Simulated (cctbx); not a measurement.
**Occupancies in SrLaMgMoO6**

Cell a = 5.6670 Å, b = 5.6670 Å, c = 8.2290 Å, α = 90.00°, β = 90.00°, γ = 90.00°; space group I-4 (no. 82); nominal formula SrLaMgMoO6.

The data are simulated with cctbx, not measured: Mo Kα, λ = 0.71073 Å, to d = 0.8 Å, 70 % of the full sphere, strongest reflection 20000 counts, noise from counting, a 2 % proportional error and a noise floor of 4 counts (s.d.); no absorption.

With every site full:

```text
Rint 0.019, 268 unique reflections to 0.80 A
cycle     R1     wR2    GooF  max shift (A)
   1  0.0566  0.1465   5.692   0.01348
   3  0.0291  0.0748   2.908   0.00015
final R1 0.0291 wR2 0.0748 GooF 2.908  parameters 22  data/parameter 12.2
atom        x        y        z      Ueq    occ   su(xyz)  su(Uiso or U11)
La1    0.50000  0.50000  0.00000   0.0137  1.000  0.00000  0.0005
Mo1    0.00000  0.50000  0.25000   0.0242  1.000  0.00000  0.0015
Sr1    0.00000  0.00000  0.00000   0.0197  1.000  0.00000  0.0010
Mg2    0.50000  0.00000  0.25000  -0.0062  1.000  0.00000  0.0032  NPD
O1     0.70472  0.70240  0.23537   0.0356  1.000  0.00151  0.0054
O2     0.00000  0.50000  0.01024   0.0188  1.000  0.00137  0.0044
difference map: max 2.24 min -0.69 rms 0.28
Q1    0.0000  0.0000  0.0000    2    2.25  0.00 A from Sr1
Q2    0.0000  0.5000  0.7500    2    1.82  0.00 A from Mg2
Q3    0.0000  0.0000  0.5000    2    1.53  0.00 A from La1
Q4    0.0000  0.5000  0.2500    2    0.76  0.00 A from Mo1
Q5    0.0000  0.5000  0.5788    4    0.61  0.73 A from O2
Q6    0.0000  0.5000  0.0455    4    0.41  0.29 A from O2
```

With the occupancies of the suspect sites free, each still typed as its main element:

```text
Rint 0.019, 268 unique reflections to 0.80 A
cycle     R1     wR2    GooF  max shift (A)
   1  0.0699  0.1507   5.880   0.01296
   8  0.0104  0.0249   0.970   0.00007
final R1 0.0104 wR2 0.0248 GooF 0.970  parameters 24  data/parameter 11.2
atom        x        y        z      Ueq    occ   su(xyz)  su(Uiso or U11)
La1    0.50000  0.50000  0.00000   0.0172  1.000  0.00000  0.0002
Mo1    0.00000  0.50000  0.25000   0.0172  0.893  0.00000  0.0005
Sr1    0.00000  0.00000  0.00000   0.0200  1.000  0.00000  0.0004
Mg2    0.50000  0.00000  0.25000   0.0185  1.342  0.00000  0.0015
O1     0.70501  0.70103  0.23402   0.0379  1.000  0.00055  0.0018
O2     0.00000  0.50000  0.00920   0.0212  1.000  0.00044  0.0015
su of occupancy Mo1: 0.003
su of occupancy Mg2: 0.011
difference map: max 0.22 min -0.25 rms 0.06
Q1    0.0000  0.5000  0.5857    4    0.22  0.78 A from O2
Q2    0.0000  0.0000  0.2992    4    0.21  1.65 A from O1
Q3    0.0190  0.8397  0.0384    8    0.21  0.97 A from Sr1
Q4    0.0000  0.0000  0.1856    4    0.21  1.53 A from Sr1
Q5    0.0000  0.5000  0.0527    4    0.19  0.36 A from O2
Q6    0.0773  0.1514  0.3847    8    0.18  1.35 A from La1
```

**Question.** What is the disorder?

X-rays count electrons. Mo1 refines to 0.893(0.003), or 37.5 electrons; the site truly holds 0.85 Mo and 0.15 Mg, 37.5 electrons, which is 0.893 of Mo; Mg2 refines to 1.342(0.011), or 16.1 electrons; the site truly holds 0.85 Mg and 0.15 Mo, 16.5 electrons, which is 1.375 of Mg. A value under 1 can't tell vacancies from a lighter guest, and one over 1 needs a heavier guest; chemistry or a second radiation must settle which. Occupancy correlates with U and the scale, and the two elements' form factors differ in shape, so the match is approximate.

Freeing them takes R1 from 0.0291 to 0.0104 and GooF from 2.91 to 0.97.

This is a model crystal, built by substitution and not relaxed, with assumed displacement parameters.

[Middle refinement cycles are left out of these outputs.]

[Logs are printed without paths, hosts, clocks, repeated set-up lines and the standing remarks that a program may print on its own settings, such as how far it seeks lower states.]
